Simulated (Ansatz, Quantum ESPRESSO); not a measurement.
# Lattice dynamics of KTaO3 (Pm-3m) in two programs, part 3 of 5

How does KTaO3 (Pm-3m) vibrate, and is this structure a minimum?

Quantum ESPRESSO 7.5; DFT LDA, scalar-relativistic, plane waves, PseudoDojo norm-conserving pseudopotentials.

So far, highest frequency (cm⁻¹): step 7 (dispersion) 951. The relaxed cell has a = 3.939 Å (conventional setting).

### 9. Zone-centre analysis

A rigid shift of the crystal must cost nothing, but grids and finite bases break this; the acoustic sum rule is imposed before the matrix is diagonalised again. With Born charges the intensities follow, and the static dielectric tensor.

dynmat.in

```
&INPUT
  fildyn = 'x.dyn1'
  asr    = 'simple'
  fileig = 'dynmat.eig'
  lperm  = .true.
/
```

Command:

```bash
dynmat.x -in dynmat.in > dynmat.out
```

Numbers of over 12 decimals in the logs are rounded to 6 here.

The log of the run:

```text
[banner, memory and clock lines left out]
Program DYNMAT v.7.5

     Reading Dynamical Matrix from file x.dyn1
     ...Force constants read
     ...epsilon and Z* read
     A direction for q was not specified:TO-LO splitting will be absent

     Polarizability (A^3 units)
     multiply by 0.403313 for Clausius-Mossotti correction
        21.578953    0.000000    0.000000
         0.000000   21.578953    0.000000
         0.000000    0.000000   21.578953

     IR activities are in (D/A)^2/amu units

# mode   [cm-1]    [THz]      IR
    1     -0.00   -0.0000    0.0000
    2     -0.00   -0.0000    0.0000
    3      0.00    0.0000    0.0000
    4     91.54    2.7443   45.7516
    5     91.54    2.7443   45.7516
    6     91.54    2.7443   45.7516
    7    184.39    5.5279    5.4716
    8    184.39    5.5279    5.4716
    9    184.39    5.5279    5.4716
   10    248.93    7.4627    0.0000
   11    248.93    7.4627    0.0000
   12    248.93    7.4627    0.0000
   13    555.45   16.6520   28.3274
   14    555.45   16.6520   28.3274
   15    555.45   16.6520   28.3274

Electronic dielectric permittivity tensor (relative, adimensional)
         5.438388    0.000000    0.000000
         0.000000    5.438388    0.000000
         0.000000    0.000000    5.438388

 ... with zone-center polar mode contributions
       204.864758   -0.000000    0.000000
        -0.000000  204.864758    0.000000
         0.000000    0.000000  204.864758

[end of the log left out, with the tail of the file of modes that dynmat.x writes under the same name]
```

Run time: 0.48 s. Hardware: 1 thread of Arm Neoverse N1, shared host.

Read from the output:

| Property | Result |
| --- | --- |
| lowest optical zone-centre mode | 91.54 cm⁻¹ |
| mean static dielectric constant | 204.9 |

Unit eigenvectors of the mass-weighted matrix after the sum rule; no LO-TO term. Modes at Γ, with each element's share of the kinetic energy:

| mode | frequency (cm⁻¹) | symmetry | K % | Ta % | O % |
| --- | --- | --- | --- | --- | --- |
| 1 | 0.0 | acoustic | 15 | 68 | 18 |
| 2 | 0.0 | acoustic | 15 | 68 | 18 |
| 3 | 0.0 | acoustic | 15 | 68 | 18 |
| 4 | 91.5 | T1u | 4 | 27 | 70 |
| 5 | 91.5 | T1u | 4 | 27 | 70 |
| 6 | 91.5 | T1u | 4 | 27 | 70 |
| 7 | 184.4 | T1u | 82 | 6 | 13 |
| 8 | 184.4 | T1u | 82 | 6 | 13 |
| 9 | 184.4 | T1u | 82 | 6 | 13 |
| 10 | 248.9 | T2u | 0 | 0 | 100 |
| 11 | 248.9 | T2u | 0 | 0 | 100 |
| 12 | 248.9 | T2u | 0 | 0 | 100 |
| 13 | 555.4 | T1u | 0 | 0 | 100 |
| 14 | 555.4 | T1u | 0 | 0 | 100 |
| 15 | 555.4 | T1u | 0 | 0 | 100 |

Displacements in mode 6 (91.5 cm⁻¹), the largest set to 1:
```
K1   0.01  0.03 -0.24
Ta2 -0.01 -0.04  0.30
O3   0.02  0.12 -1.00
O4   0.03  0.10 -1.00
O5   0.03  0.12 -0.81
```

Displacements in mode 15 (555.4 cm⁻¹), the largest set to 1:
```
K1   0.00  0.00 -0.01
Ta2  0.00  0.00 -0.01
O3   0.00  0.00 -0.42
O4   0.00  0.00 -0.42
O5   0.00  0.00  1.00
```

Degenerate modes summed, no LO-TO term. Lines of the infrared spectrum (strongest = 100):

| position (cm⁻¹) | lines merged | label | IR intensity, relative |
| --- | --- | --- | --- |
| 92 | 3 | T1u | 100 |
| 184 | 3 | T1u | 12 |
| 249 | 3 | T2u | 0.0 |
| 555 | 3 | T1u | 62 |

Static dielectric tensor (ions relaxed, fixed cell):

```
204.9   0.0   0.0
  0.0 204.9   0.0
  0.0   0.0 204.9
```

The rule moves no optical mode by more than 0.1 cm⁻¹.

### 10. Sum rules set otherwise: a sum rule for molecules or wires on a crystal

This rule also removes rotations, which suits wires and not a crystal; it is tried to see the harm.

dynmat.in

```
&INPUT
  fildyn = 'x.dyn1'
  asr    = 'one-dim'
  fileig = 'dynmat.eig'
  lperm  = .true.
/
```

Command:

```bash
dynmat.x -in dynmat.in > dynmat.out
```

The log of the run:

```text
[banner, memory and clock lines left out]
Program DYNMAT v.7.5

     Reading Dynamical Matrix from file x.dyn1
     ...Force constants read
     ...epsilon and Z* read
asr rotation axis in 1D system=    3
     Acoustic Sum Rule: || Z*(ASR) - Z*(orig)|| =    4.915446E-01
     Acoustic Sum Rule: ||dyn(ASR) - dyn(orig)||=    1.828904E-01
     A direction for q was not specified:TO-LO splitting will be absent

     Polarizability (A^3 units)
     multiply by 0.403313 for Clausius-Mossotti correction
        21.578953    0.000000    0.000000
         0.000000   21.578953    0.000000
         0.000000    0.000000   21.578953

     IR activities are in (D/A)^2/amu units

# mode   [cm-1]    [THz]      IR
    1     -0.00   -0.0000    0.0000
    2     -0.00   -0.0000    0.0000
    3      0.00    0.0000    0.0000
    4      0.00    0.0000    0.0000
    5     91.52    2.7438   45.7519
    6     91.52    2.7438   45.7519
    7    101.68    3.0482   57.7262
    8    184.38    5.5275    5.4673
    9    184.38    5.5275    5.4673
   10    230.66    6.9149    0.0052
   11    248.86    7.4607    0.0000
   12    248.86    7.4607    0.0000
   13    513.43   15.3921   24.9493
   14    555.48   16.6529   28.3314
   15    555.48   16.6529   28.3314

Electronic dielectric permittivity tensor (relative, adimensional)
         5.438388    0.000000    0.000000
         0.000000    5.438388    0.000000
         0.000000    0.000000    5.438388

 ... with zone-center polar mode contributions
       204.300541    0.629924    0.000000
         0.629924  204.300541   -0.000000
         0.000000   -0.000000  204.930465

[end of the log left out, with the tail of the file of modes that dynmat.x writes under the same name]
```

Elapsed: 0.48 s, on 1 thread.

The run ended normally, but on settings that are not sound.

The fault: a sum rule for molecules or wires on a crystal; 1 optical mode is projected out to zero frequency, as if it were a rotation.

For a crystal the rule has to be 'simple' or 'crystal'.

Zone-centre frequencies as printed; negative means imaginary. Modes:

| mode | frequency (cm⁻¹) |
| --- | --- |
| 1 | 0 |
| 2 | 0 |
| 3 | 0 |
| 4 | 0 |
| 5 | 91.52 |
| 6 | 91.52 |
| 7 | 101.7 |
| 8 | 184.4 |
| 9 | 184.4 |
| 10 | 230.7 |
| 11 | 248.9 |
| 12 | 248.9 |
| 13 | 513.4 |
| 14 | 555.5 |
| 15 | 555.5 |

### 11. Modes along a direction of q (1 0 0)

A longitudinal polar mode sets up a macroscopic field that stiffens it; the term hangs on the direction from which q goes to zero.

dynmat.in

```
&INPUT
  fildyn = 'x.dyn1'
  asr    = 'simple'
  fileig = 'dynmat.eig'
  q(1)   = 1.0
  q(2)   = 0.0
  q(3)   = 0.0
/
```

Command:

```bash
dynmat.x -in dynmat.in > dynmat.out
```

The log of the run:

```text
[banner, memory and clock lines left out]
Program DYNMAT v.7.5

     Reading Dynamical Matrix from file x.dyn1
     ...Force constants read
     ...epsilon and Z* read

     Polarizability (A^3 units)
     multiply by 0.403313 for Clausius-Mossotti correction
        21.578953    0.000000    0.000000
         0.000000   21.578953    0.000000
         0.000000    0.000000   21.578953

     IR activities are in (D/A)^2/amu units

# mode   [cm-1]    [THz]      IR
    1     -0.00   -0.0000    0.0000
    2      0.00    0.0000    0.0000
    3      0.00    0.0000    0.0000
    4     91.54    2.7443   45.7516
    5     91.54    2.7443   45.7516
    6    175.82    5.2710    0.0365
    7    184.39    5.5279    5.4716
    8    184.39    5.5279    5.4716
    9    248.93    7.4627    0.0000
   10    248.93    7.4627    0.0000
   11    248.93    7.4627    0.0000
   12    399.54   11.9779    6.6964
   13    555.45   16.6520   28.3274
   14    555.45   16.6520   28.3274
   15    819.14   24.5573   72.8178

[end of the log left out, with the tail of the file of modes that dynmat.x writes under the same name]
```

Wall time 0.48 s (1 thread).

Numbers from this step:

```
highest mode moved by the LO-TO term : 819.1 cm⁻¹
```

Zone-centre frequencies as printed; negative means imaginary. Modes:

| mode | frequency (cm⁻¹) |
| --- | --- |
| 1 | 0 |
| 2 | 0 |
| 3 | 0 |
| 4 | 91.54 |
| 5 | 91.54 |
| 6 | 175.8 |
| 7 | 184.4 |
| 8 | 184.4 |
| 9 | 248.9 |
| 10 | 248.9 |
| 11 | 248.9 |
| 12 | 399.5 |
| 13 | 555.5 |
| 14 | 555.5 |
| 15 | 819.1 |

The field moves 3 modes; the highest of them now lies at 819 cm⁻¹, where the highest that moved away lay at 556.

### 12. The dispersion under another sum rule (asr all)

The sum rule corrects the force constants themselves, so it can shift branches at any wavevector, low ones most.

matdyn.in

```
&INPUT
  asr              = 'all'
  flfrc            = 'x.fc'
  flfrq            = 'x.freq'
  flvec            = 'x.modes'
  q_in_band_form   = .true.
  q_in_cryst_coord = .true.
/
8
  0.0000000   0.0000000   0.0000000   8  ! GAMMA
  0.0000000   0.5000000   0.0000000   8  ! X
  0.5000000   0.5000000   0.0000000   8  ! M
  0.0000000   0.0000000   0.0000000   8  ! GAMMA
  0.5000000   0.5000000   0.5000000   8  ! R
  0.0000000   0.5000000   0.0000000   1  ! X
  0.5000000   0.5000000   0.5000000   8  ! R
  0.5000000   0.5000000   0.0000000   1  ! M
```

Command:

```bash
matdyn.x -in matdyn.in > matdyn.out
```

The log of the run:

```text
[banner, memory and clock lines left out]
Program MATDYN v.7.5

 mass for atomic type   1 not given; uses mass from file x.fc
 mass for atomic type   2 not given; uses mass from file x.fc
 mass for atomic type   3 not given; uses mass from file x.fc

     WARNING: To use asr = 'all' for infrared-active solids, i.e., solids with nonzero
     Born effective charge, one must set read_lr = .true. in the matdyn.x input. Also,
     the flfrc file must have been constructed with write_lr = .true. in the q2r.x input.
     If the system is infrared inactive and you have nonzero Born effective charge due to
     numerical noise, you can ignore this warning.

 Norm of the difference between old and new effective charges:    1.1653e-15

 Huang before:    1   1   1   2,   residual stress:   0.000000
 Huang before:    1   1   1   3,   residual stress:   0.000000
 Huang before:    1   1   2   2,   residual stress:  -0.000000
 Huang before:    1   1   2   3,   residual stress:   0.000000
 Huang before:    1   1   3   3,   residual stress:   9e-16
 Huang before:    1   2   1   3,   residual stress:   0.000000
 Huang before:    1   2   2   2,   residual stress:   0.000000
 Huang before:    1   2   2   3,   residual stress:   0.000000
 Huang before:    1   2   3   3,   residual stress:  -0.000000
 Huang before:    1   3   2   2,   residual stress:  -0.000000
 Huang before:    1   3   2   3,   residual stress:   0.000000
 Huang before:    1   3   3   3,   residual stress:  -0.000000
 Huang before:    2   2   2   3,   residual stress:   0.000000
 Huang before:    2   2   3   3,   residual stress:  -0.000000
 Huang before:    2   3   3   3,   residual stress:   0.000000

 Norm of the difference between old and new force-constants:   3.52516e-05

   You are using asr="all", please consider citing C. Lin, S. Ponc\'e and N. Marzari, npj Comput Mater 8, 236 (2022).
```

The job ended after 0.61 s (1 thread).

At the labelled points the branches move by no more than 0.2 cm⁻¹. The log warns that this rule wants the long-range part of the force constants stored apart (write_lr, read_lr) in a polar crystal, which was not done.

(Continued in part 4 of 5.)

[Host names and launcher messages were left out of these logs when they were recorded.]

[Logs are printed without paths, hosts, clocks, repeated set-up lines and the standing remarks that a program may print on its own settings, such as how far it seeks lower states.]

[Hosts, paths, dates, database ids (printed as entryN), source tags and the programs' standing remarks are cut or masked in the printed files.]
